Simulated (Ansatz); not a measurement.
## Bands, cutoff and cost in G0W0 for Rb2ScCuF6 (Fm-3m)

How do accuracy and time trade against each other in G0W0 on Rb2ScCuF6 (Fm-3m)?

Main program and level: Ansatz 0.2.0; G0W0 on PBE, plane waves, PAW; PAW set soft_1.

Most raw output is cut from this account.

In doubt: one-shot GW on d or f shells is unsure (steps 2, 3, 4, 5, 6, 7), so the values of those runs are not to be relied on.

## (1) Set-up

Symmetry: Fm-3m, No. 225, cubic system. Conventional cell: a = 8.666 Å, b = 8.666 Å, c = 8.666 Å, α = 90.00°, β = 90.00°, γ = 90.00°. Rb has 12 F at 3.07 Å nearest. Nearest to Sc lie 6 F at 2.04 Å. Nearest to Cu lie 6 F at 2.29 Å. F has 1 Sc at 2.04 Å and 1 Cu at 2.29 Å and 4 Rb at 3.07 Å nearest. Farther neighbours and most contacts between anions are not listed.

The cell and positions are those that the Materials Project relaxed with its own functionals (PBE, PBE+U or r2SCAN), kept fixed.

## (2) 146 empty bands, screening to 54 eV

Now the one-shot GW correction: screening in the RPA, then the self-energy of the levels asked for. This step takes PAW set soft_1 files.

File input.yaml:

```yaml
crystal:
  lattice:
    - [0.0, 4.3327955954, 4.3327955954]
    - [4.3327955954, 0.0, 4.3327955954]
    - [4.3327955954, 4.3327955954, 0.0]
  atoms:
    - { symbol: Rb, position: [0.75, 0.75, 0.75] }
    - { symbol: Rb, position: [0.25, 0.25, 0.25] }
    - { symbol: Sc, position: [0.0, 0.0, 0.0] }
    - { symbol: Cu, position: [0.5, 0.5, 0.5] }
    - { symbol: F, position: [0.76413725, 0.23586275, 0.23586275] }
    - { symbol: F, position: [0.23586275, 0.23586275, 0.76413725] }
    - { symbol: F, position: [0.23586275, 0.76413725, 0.76413725] }
    - { symbol: F, position: [0.23586275, 0.76413725, 0.23586275] }
    - { symbol: F, position: [0.76413725, 0.23586275, 0.76413725] }
    - { symbol: F, position: [0.76413725, 0.76413725, 0.23586275] }
kpoints:
  mp_grid: { grid: [4, 4, 4] }
hamiltonian:
  xc: pbe
  pseudopotentials: { kind: paw, azcp: { folder: soft_1 } }
scf:
  occupations: { method: fixed }
gw:
  n_empty_bands: 146
  ecut_chi: 54
  qp_bands: [v3, c3]
  qp_kpoints: band_edges
  screening: { model: contour_deformation }
```

On the command line:

```console
> ansatz run input.yaml --threads 2 --pin off --max-ram 92160MiB --backend cuda --events-out ev --progress --plain --runs-dir out --devices 1 --max-vram 13GiB
```

Wall time 11 s (1 × NVIDIA H100 80GB HBM3 (shared by 6 runs) with 2 threads of AMD EPYC 7R13 (Zen 3), shared host); peak memory 1.2 GiB.

Numbers from this step:

| Item | Value |
| --- | --- |
| bands summed | 191 |
| RPA ε∞ on this mesh (eigenvalues) | 2.574, 2.574, 2.574 |
| plane waves in the screening matrix | 137 |
| q-points in the mesh | 64 |
| G0W0 gap on the mesh | 4.334 eV |
| k of the valence top | 0, 0, -0.5 |
| k of the conduction bottom | 0, 0, 0 |
| starting gap on the mesh | 1.470 eV |
| Z at the valence top | 0.6648 |
| Z at the conduction bottom | 0.8372 |
| least direct G0W0 gap on the computed points | 4.394 eV |

The gap on the mesh goes from 1.47 eV to 4.33 eV, a correction of +2.86 eV. The program marks an edge row as in doubt. Between the two edge states, bare exchange in place of the xc potential would open the gap by 14.67 eV, and correlation takes back 11.81 eV.

## (3) 414 empty bands, screening to 108 eV

Bands and screening cutoff are moved together, since each hides the error of the other.

input.yaml, as its differences from that of step 2:

```diff
@@ -24,4 +24,4 @@
 gw:
-  n_empty_bands: 146
-  ecut_chi: 54
+  n_empty_bands: 414
+  ecut_chi: 108
   qp_bands: [v3, c3]
```

The job ended after 23 s (1 × NVIDIA H100 80GB HBM3 (shared by 6 runs) with 2 threads; peak memory 1.6 GiB; 33 s of CPU time).

This step gave:

- bands summed: 459
- RPA ε∞ on this mesh (eigenvalues): 2.569, 2.569, 2.569
- plane waves in the screening matrix: 411
- q-points in the mesh: 64
- G0W0 gap on the mesh: 3.792 eV
- k of the valence top: 0, 0, -0.5
- k of the conduction bottom: 0, 0, 0
- starting gap on the mesh: 1.470 eV
- Z at the valence top: 0.6577
- Z at the conduction bottom: 0.8345
- least direct G0W0 gap on the computed points: 3.861 eV

Against the run with 4×4×4 mesh, 146 empty bands, screening to 54 eV, PAW set soft_1 files, the gap moves by −0.54 eV.

## (4) 892 empty bands, screening to 180 eV

input.yaml, as its differences from that of step 3:

```diff
@@ -24,4 +24,4 @@
 gw:
-  n_empty_bands: 414
-  ecut_chi: 108
+  n_empty_bands: 892
+  ecut_chi: 180.0
   qp_bands: [v3, c3]
```

Run time: 41 s. Hardware: 1 × NVIDIA H100 80GB HBM3 (shared by 6 runs) with 2 threads; peak memory 2.7 GiB; 60 s of CPU time.

Numbers from this step:

| Item | Value |
| --- | --- |
| bands summed | 937 |
| RPA ε∞ on this mesh (eigenvalues) | 2.558, 2.558, 2.558 |
| plane waves in the screening matrix | 893 |
| G0W0 gap on the mesh | 3.725 eV |
| k of the valence top | 0, 0, -0.5 |
| k of the conduction bottom | 0, 0, 0 |
| starting gap on the mesh | 1.470 eV |
| least direct G0W0 gap on the computed points | 3.796 eV |

Against the run with 4×4×4 mesh, 414 empty bands, screening to 108 eV, PAW set soft_1 files, the gap moves by −0.07 eV.

## (5) Changing the k mesh: 2×2×2 mesh, 414 empty bands, screening to 108 eV, PAW set soft_1 files

Only the mesh changes. It samples the long-range screening, which converges on its own terms. Bands and cutoff differ from the step before, so it is read against an earlier run that matches them.

input.yaml, as its differences from that of step 4:

```diff
@@ -17,3 +17,3 @@
 kpoints:
-  mp_grid: { grid: [4, 4, 4] }
+  mp_grid: { grid: [2, 2, 2] }
 hamiltonian:
@@ -24,4 +24,4 @@
 gw:
-  n_empty_bands: 892
-  ecut_chi: 180.0
+  n_empty_bands: 414
+  ecut_chi: 108
   qp_bands: [v3, c3]
```

Elapsed: 7.9 s, on 1 × NVIDIA H100 80GB HBM3 (shared by 6 runs) with 2 threads; peak memory 1.3 GiB; 10 s of CPU time.

Numbers from this step:

| Property | Result |
| --- | --- |
| bands summed | 459 |
| RPA ε∞ on this mesh (eigenvalues) | 2.573, 2.573, 2.573 |
| plane waves in the screening matrix | 411 |
| G0W0 gap on the mesh | 3.857 eV |
| k of the valence top | 0, 0, -0.5 |
| k of the conduction bottom | 0, 0, 0 |
| starting gap on the mesh | 1.462 eV |
| least direct G0W0 gap on the computed points | 3.914 eV |

Against the run with 4×4×4 mesh, 414 empty bands, screening to 108 eV, PAW set soft_1 files, the gap moves by +0.07 eV.

## (6) Changing the frequency model: 4×4×4 mesh, 892 empty bands, screening to 180 eV, plasmon pole, PAW set soft_1 files

A plasmon pole stands in for the full frequency dependence of the screening; this run shows what that costs in accuracy. Bands and cutoff differ from the step before, so it is read against an earlier run that matches them.

input.yaml, as its differences from that of step 5:

```diff
@@ -17,3 +17,3 @@
 kpoints:
-  mp_grid: { grid: [2, 2, 2] }
+  mp_grid: { grid: [4, 4, 4] }
 hamiltonian:
@@ -24,6 +24,6 @@
 gw:
-  n_empty_bands: 414
-  ecut_chi: 108
+  n_empty_bands: 892
+  ecut_chi: 180.0
   qp_bands: [v3, c3]
   qp_kpoints: band_edges
-  screening: { model: contour_deformation }
+  screening: { model: godby_needs }
```

Elapsed: 88 s, on 1 × NVIDIA H100 80GB HBM3 (shared by 6 runs) with 2 threads; peak memory 6.3 GiB.

This step gave:

```yaml
bands_summed: 937
plasmon_pole_fit_frequency: 27.62 eV
rpa_eps_infinity_on_this_mesh_eigenvalues: 2.558, 2.558, 2.558
plane_waves_in_the_screening_matrix: 893
g0w0_gap_on_the_mesh: 4.059 eV
k_of_the_valence_top: 0, 0, -0.5
k_of_the_conduction_bottom: 0, 0, 0
starting_gap_on_the_mesh: 1.470 eV
least_direct_g0w0_gap_on_the_computed_points: 4.170 eV
```

Against the run with 4×4×4 mesh, 892 empty bands, screening to 180 eV, PAW set soft_1 files, the gap moves by +0.33 eV.

## (7) Changing the files and raising the bands: 4×4×4 mesh, 1322 empty bands, screening to 234 eV, hard PAW files

Other atomic data (hard PAW) test the pseudisation: the cutoff goes from 420 to 1050 eV, with the same valence electrons. Bands and screening cutoff change too, so the step is no clean test of the files.

This step: G0W0 on PBE, plane waves, PAW.

input.yaml, as its differences from that of step 6:

```diff
@@ -20,3 +20,3 @@
   xc: pbe
-  pseudopotentials: { kind: paw, azcp: { folder: soft_1 } }
+  pseudopotentials: { kind: paw, source: ansatz }
 scf:
@@ -24,6 +24,6 @@
 gw:
-  n_empty_bands: 892
-  ecut_chi: 180.0
+  n_empty_bands: 1322
+  ecut_chi: 234.0
   qp_bands: [v3, c3]
   qp_kpoints: band_edges
-  screening: { model: godby_needs }
+  screening: { model: contour_deformation }
```

Elapsed: 1.9 min, on 1 × NVIDIA H100 80GB HBM3 (shared by 6 runs) with 2 threads; peak memory 6.3 GiB.

This step gave:

| Item | Value |
| --- | --- |
| bands summed | 1367 |
| RPA ε∞ on this mesh (eigenvalues) | 2.553, 2.553, 2.553 |
| plane waves in the screening matrix | 1363 |
| G0W0 gap on the mesh | 3.764 eV |
| k of the valence top | 0, 0, -0.5 |
| k of the conduction bottom | 0, 0, 0 |
| starting gap on the mesh | 1.474 eV |
| least direct G0W0 gap on the computed points | 3.823 eV |

Against the run with 4×4×4 mesh, 892 empty bands, screening to 180 eV, PAW set soft_1 files, the gap moves by +0.04 eV.

## (8) Convergence and cost

Times are wall times on 1 × NVIDIA H100 80GB HBM3 (shared by 6 runs) with 2 threads of AMD EPYC 7R13 (Zen 3), shared host, good to a factor of about two.

```
 mesh           files            frequency  bands summed  cutoff (eV)  start (eV)  G0W0 (eV)     time  host memory (GiB)
4×4×4  PAW set soft_1  contour deformation           191           54       1.470      4.334     11 s                1.2
4×4×4  PAW set soft_1  contour deformation           459          108       1.470      3.792     23 s                1.6
4×4×4  PAW set soft_1  contour deformation           937          180       1.470      3.725     41 s                2.7
2×2×2  PAW set soft_1  contour deformation           459          108       1.462      3.857    7.9 s                1.3
4×4×4  PAW set soft_1         plasmon pole           937          180       1.470      4.059     88 s                6.3
4×4×4        hard PAW  contour deformation          1367          234       1.474      3.764  1.9 min                6.3
```

The parts of the quasiparticle energy at the two band edges (eV; QP = start + Σx + Σc − Vxc):

```
      run               edge  start      Σx     Σc     Vxc     Z    QP
191 bands        valence top   6.98  -46.73   8.25  -36.74  0.66  5.24
191 bands  conduction bottom   8.45   -7.33  -3.56  -12.02  0.84  9.58
459 bands        valence top   6.98  -46.73   8.67  -36.74  0.66  5.66
459 bands  conduction bottom   8.45   -7.33  -3.68  -12.02  0.83  9.46
937 bands        valence top   6.98  -46.73   8.69  -36.74  0.66  5.69
937 bands  conduction bottom   8.45   -7.33  -3.72  -12.02  0.83  9.41
```

## (9) Results

```json
{
 "191 bands, 54 eV": "4.334 eV",
 "459 bands, 108 eV": "3.792 eV",
 "937 bands, 180 eV": "3.725 eV",
 "mesh and start": "4×4×4, PBE"
}
```

From 191 to 937 bands the gap moves by −0.61 eV while the time grows 3.6-fold. Σc changes by +0.44 eV at the valence top and −0.16 eV at the conduction bottom, so the valence edge carries most of the change. On the 2×2×2 mesh in place of 4×4×4 the gap differs by +0.07 eV, of which −0.01 eV is already in the start. The plasmon-pole model gives +0.33 eV against contour deformation, 15 % of the correction (the least direct gap moves by +0.37 eV), and saved no time in this program. With hard PAW files and 1367 bands the gap is 3.76 eV. A d shell, filled or nearly so, lies near the gap. One-shot GW converges very slowly in bands there, not always from below, and on a semilocal start the gap tends to come out low; starts rich in exact exchange can overshoot instead. The many-body steps are scalar-relativistic: spin-orbit coupling is not in them. The program marks a band-edge row as in doubt, so the gap is less sure than its digits.

[Paths, hosts, dates, memory and timing lines, banners, echoed tables and standing remarks are left out of the program output.]

[Logs are printed without paths, hosts, clocks, repeated set-up lines and the standing remarks that a program may print on its own settings, such as how far it seeks lower states.]

[Runs of the session that timed out or met a known fault of the program may be left out.]

[Cells called generated may have been cut or substituted from an entry of the Crystallography Open Database or the Materials Project.]

[Hosts, paths, dates, database ids (printed as entryN), source tags and the programs' standing remarks are cut or masked in the printed files.]
